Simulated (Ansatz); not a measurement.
# CaSnSe3 (model cell, started as cubic perovskite with Sn in the octahedra): following an unstable mode, part 3 of 3

Aim: this structure of CaSnSe3 (model cell, started as cubic perovskite with Sn in the octahedra) is to be tested for unstable modes, and one is followed downhill.

Ansatz 0.2.0; DFT PBEsol, scalar-relativistic, plane waves, PAW; PAW set soft_1.

So far. Step 5 (Energy along the mode, all amplitudes (two of the runs …): The lowest of the steps tried is the last one, at 0.6 Å, 69.7 meV/atom below the parent; the bottom of the well need not coincide with a step. Step 7 (The new phase in its own primitive cell): The largest force component left is 0.32 meV/Å and the pressure is -0.001 GPa, within the tolerances set. The cell now holds 30.30 Å³/atom. The relaxed cell has a = 7.501, c = 10.771 Å (conventional setting).

The structure was built from a prototype and need not be the compound's stable phase.

**8. Modes of the new phase**

A relaxed structure may still be a saddle point, so its zone-centre modes are computed. No field response is asked, since the mesh shows no gap.

input.yaml reads:

```yaml
crystal:
  lattice:
    - [-3.7505566881, 3.7505566881, 5.3854782507]
    - [3.7505566881, -3.7505566881, 5.3854782507]
    - [3.7505566881, 3.7505566881, -5.3854782507]
  atoms:
    - { symbol: Ca, position: [0.8298039447, 0.8298039447, 0.0] }
    - { symbol: Ca, position: [0.1701960553, 0.1701960553, 0.0] }
    - { symbol: Sn, position: [0.0, 0.5, 0.5] }
    - { symbol: Sn, position: [0.5, 0.0, 0.5] }
    - { symbol: Se, position: [0.7786830319, 0.7786830319, 0.5573660638] }
    - { symbol: Se, position: [0.2213169681, 0.2213169681, 0.4426339362] }
    - { symbol: Se, position: [0.25, 0.75, 0.5] }
    - { symbol: Se, position: [0.75, 0.25, 0.5] }
    - { symbol: Se, position: [0.7786830319, 0.2213169681, 0.0] }
    - { symbol: Se, position: [0.2213169681, 0.7786830319, 0.0] }
kpoints:
  mp_grid: { grid: [8, 8, 8] }
hamiltonian:
  xc: pbesol
  pseudopotentials: { kind: paw, azcp: { folder: soft_1 }, xc_functional: pbe }
scf:
  occupations: { method: methfessel_paxton, width: 0.2 }
output:
  eigenvalues: true
phonons:
  method: dfpt
```

Run with:

```
ansatz run input.yaml --threads 4 --pin off --max-ram 16384MiB --backend cpu --events-out ev --progress --plain --runs-dir out
```

Numbers of over 12 decimals in the logs are rounded to 6 here.

Output:

```text
Engine: ansatz 0.2.0, aarch64-unknown-linux-gnu
Pseudopotentials: kind: paw
Pseudopotential: Ca, paw, valence charge 10, recommended cutoff 420 eV (normal), soft_1/Ca.paw.azcp
Pseudopotential: Sn, paw, valence charge 14, recommended cutoff 420 eV (normal), soft_1/Sn.paw.azcp
Pseudopotential: Se, paw, valence charge 16, recommended cutoff 420 eV (normal), soft_1/Se.paw.azcp
Functional definition: PBEsol
  exchange = pbesol_x
  correlation = pbesol_c
Crystal: 10 atoms, lattice volume = 303.023 Å³
Basis set: ecut = 420 eV, 5905 PW (Γ), exchange–correlation on 108×108×108 points (8 copies of the dense FFT grid, shifted against one another)
Bands: 87, of which v1, the nominal top of the filled ones, is band 72 counted from 1 (71 counted from 0)
Symmetry: 16 space group operations
k-points: 260 of 512 (irreducible under 1 space group operation, time reversal used)
Non-local potential: Ca, projectors of the file, l = 0: 3, l = 1: 2, l = 2: 2
Non-local potential: Sn, projectors of the file, l = 0: 2, l = 1: 2, l = 2: 2, l = 3: 1
Non-local potential: Se, projectors of the file, l = 0: 2, l = 1: 2, l = 2: 3, l = 3: 1
PAW form: soft (Blöchl's): semilocal exchange-correlation on the pseudo side does not see the compensation charge
PAW frozen core: Ca, regenerated for the run's functional, and the local potential with it (the file was generated under x = pbe(κ = 0.804, μ = 0.219515), c = pbe(β = 0.066725))
PAW frozen core: Sn, regenerated for the run's functional, and the local potential with it (the file was generated under x = pbe(κ = 0.804, μ = 0.219515), c = pbe(β = 0.066725))
PAW frozen core: Se, regenerated for the run's functional, and the local potential with it (the file was generated under x = pbe(κ = 0.804, μ = 0.219515), c = pbe(β = 0.066725))
PAW one-centre angular grid: Ca, 110 points (default); XC on 64 Gauss nodes
PAW one-centre angular grid: Sn, 590 points (default); XC on 64 Gauss nodes
PAW one-centre angular grid: Se, 590 points (default); XC on 64 Gauss nodes
Initial density: superposition of atomic densities (chi_scale 0.1, normalization cell, long waves kept (reshape's long-wave potential 0.02 eV rms))
Initial wavefunctions: pseudopotential atomic-orbital guess
Functional: x = pbesol(κ = 0.804, μ = 0.123457), c = pbesol(β = 0.046)
SCF iter   1: F=—  HF=-48044.666016 eV  |F-HF|=—  |Δ(HF+E_count)|=         —  Δρ=5.85e-2  dr2=3.18e1  ethr=3.10e-3  ⟨swp⟩=9.4  Hψ=99567  notcnv=0
preconditioner: auto → LDOS  [metal: Δε(μ)=0.005 eV  Ē_g=6.691 eV  σ=0.200 eV  W_gap=0.02  n_scr=64 (ndim 8)  ℏωp=14.8 eV  f_vac=0.094  D(μ)=5.78/eV (n_scr^D=26)  β→1.0]
SCF iter   2: F=—  HF=-48040.528871 eV  |F-HF|=—  |Δ(HF+E_count)|=    4.14e0  S|Δr|=    0.00e0  Δρ=2.83e-2  dr2=6.67e0  ethr=3.10e-3  ⟨swp⟩=4.1  Hψ=53050  notcnv=0  defer=1758
SCF iter   3: F=—  HF=-48039.154180 eV  |F-HF|=—  |Δ(HF+E_count)|=    1.37e0  S|Δr|=    0.00e0  Δρ=1.55e-2  dr2=1.25e0  ethr=3.10e-3  ⟨swp⟩=4.3  Hψ=48595  notcnv=0  defer=1818
SCF iter   4: F=—  HF=-48038.733585 eV  |F-HF|=—  |Δ(HF+E_count)|=   4.21e-1  S|Δr|=    0.00e0  Δρ=4.68e-3  dr2=2.04e-1  ethr=8.67e-4  ⟨swp⟩=2.9  Hψ=38910  notcnv=0  defer=1922
SCF iter   5: F=—  HF=-48038.697032 eV  |F-HF|=—  |Δ(HF+E_count)|=   3.66e-2  S|Δr|=    0.00e0  Δρ=1.56e-3  dr2=1.86e-2  ethr=1.42e-4  ⟨swp⟩=2.2  Hψ=30583  notcnv=0  defer=1924
SCF iter   6: F=—  HF=-48038.693790 eV  |F-HF|=—  |Δ(HF+E_count)|=   3.24e-3  S|Δr|=    0.00e0  Δρ=8.03e-4  dr2=3.66e-3  ethr=1.29e-5  ⟨swp⟩=2.0  Hψ=34806  notcnv=0  defer=1912
SCF iter   7: F=—  HF=-48038.692596 eV  |F-HF|=—  |Δ(HF+E_count)|=   1.19e-3  S|Δr|=    0.00e0  Δρ=2.51e-4  dr2=5.21e-4  ethr=2.54e-6  ⟨swp⟩=2.0  Hψ=38981  notcnv=0  defer=1912
SCF iter   8: F=—  HF=-48038.692467 eV  |F-HF|=—  |Δ(HF+E_count)|=   1.28e-4  S|Δr|=    0.00e0  Δρ=5.22e-5  dr2=2.29e-5  ethr=3.62e-7  ⟨swp⟩=2.0  Hψ=31665  notcnv=0  defer=1912
SCF iter   9: F=—  HF=-48038.692463 eV  |F-HF|=—  |Δ(HF+E_count)|=   4.20e-6  S|Δr|=    0.00e0  Δρ=1.62e-5  dr2=1.01e-6  ethr=1.59e-8  ⟨swp⟩=2.0  Hψ=39525  notcnv=0  defer=1912
SCF iter  10: F=—  HF=-48038.692388 eV  |F-HF|=—  |Δ(HF+E_count)|=   7.49e-5  S|Δr|=    0.00e0  Δρ=4.43e-6  dr2=6.96e-8  ethr=7.01e-10  ⟨swp⟩=2.0  Hψ=41258  notcnv=0  defer=1913
SCF iter  11: F=—  HF=-48038.692388 eV  |F-HF|=—  |Δ(HF+E_count)|=   3.57e-8  S|Δr|=    0.00e0  Δρ=1.09e-6  dr2=5.67e-9  ethr=4.83e-11  ⟨swp⟩=2.0  Hψ=31213  notcnv=0  defer=1913
SCF iter  12: F=—  HF=-48038.692388 eV  |F-HF|=—  |Δ(HF+E_count)|=   2.04e-9  S|Δr|=    0.00e0  Δρ=2.99e-7  dr2=3.14e-10  ethr=3.94e-12  ⟨swp⟩=3.0  Hψ=39185  notcnv=0  defer=1913
SCF iter  13: F=—  HF=-48038.692388 eV  |F-HF|=—  |Δ(HF+E_count)|=  7.28e-11  S|Δr|=    0.00e0  Δρ=8.51e-8  dr2=2.90e-11  ethr=1.00e-12  ⟨swp⟩=2.0  Hψ=24380  notcnv=0  defer=1913
SCF iter  14: F=-48038.692388 eV  HF=-48038.692388 eV  |F-HF|=2.18e-11  |Δ(HF+E_count)|=  1.46e-11  S|Δr|=    0.00e0  Δρ=1.52e-8  dr2=4.94e-13  ethr=1.00e-12  ⟨swp⟩=14.7  Hψ=133819  notcnv=0
SCF 1 converged in 14 iterations: F = -48038.692388 eV  dr2 = 4.94e-13
[...]
DFPT response loops at Γ: preconditioner auto → none (partly filled bands, converged f_vac=0.170); β = 0.50; Broyden in place of MSR1
the run's response loops start from zero, take more passes and end by a threshold: the memory limit or budget leaves too little room for the subspace of the ground state's own states beside the solves, or none could be made (phonons.method)
```

Wall time 62 min (4 threads of Arm Neoverse V2, shared host); peak memory 14 GiB.

The run was cut off at the time limit after its SCF cycle had converged; no result of it is taken.

The program's message: “Warning:”

**9. What came out**

* unstable mode of the parent: q = (-0.5, -0.5, -0.5), 118i cm⁻¹
* depth at the lowest point sampled: 69.7 meV/atom
* largest atomic shift at that point: 0.6 Å
* space group reached (within 0.01 Å): I4/mmm
* energy gained over the parent (first relaxation, on the mesh of the frozen mode): 102 meV/atom
* volume per atom, phase reached: 30.3 Å³

In words: Along this mode the structure falls into I4/mmm, 102 meV/atom below the parent. At the parent's cell the well is 69.68 meV/atom deep on the steps tried, with its lowest point at a shift of 0.6 Å. That is the last step tried, so the steps alone don't bracket the bottom of the well. Relaxing atoms and cell changes the gain by +32.15 meV/atom against the lowest step (energies at zero smearing). The modes of the phase reached were not computed on this path. Of the 4 patterns followed to their end from this parent, this one ends 153 meV/atom above the lowest, P4mm. Each path keeps the symmetry of its pattern, so a lower phase may lie along a pattern not tried. With no gap, or one that is small against the smearing, the frequencies hang on the k mesh and the smearing, most of all near Kohn anomalies. Spin-orbit coupling is left out, which can matter for the heavy elements here. The PAW files were made for PBE and serve the other functionals too. A phonon run warned that its eigensolver left some bands unconverged in a pass. The starting cell was built on a prototype and not taken from a measurement, so the phase need not exist.

[Logs are printed without paths, hosts, clocks, repeated set-up lines and the standing remarks that a program may print on its own settings, such as how far it seeks lower states.]

[Hosts, paths, dates, database ids (printed as entryN), source tags and the programs' standing remarks are cut or masked in the printed files.]
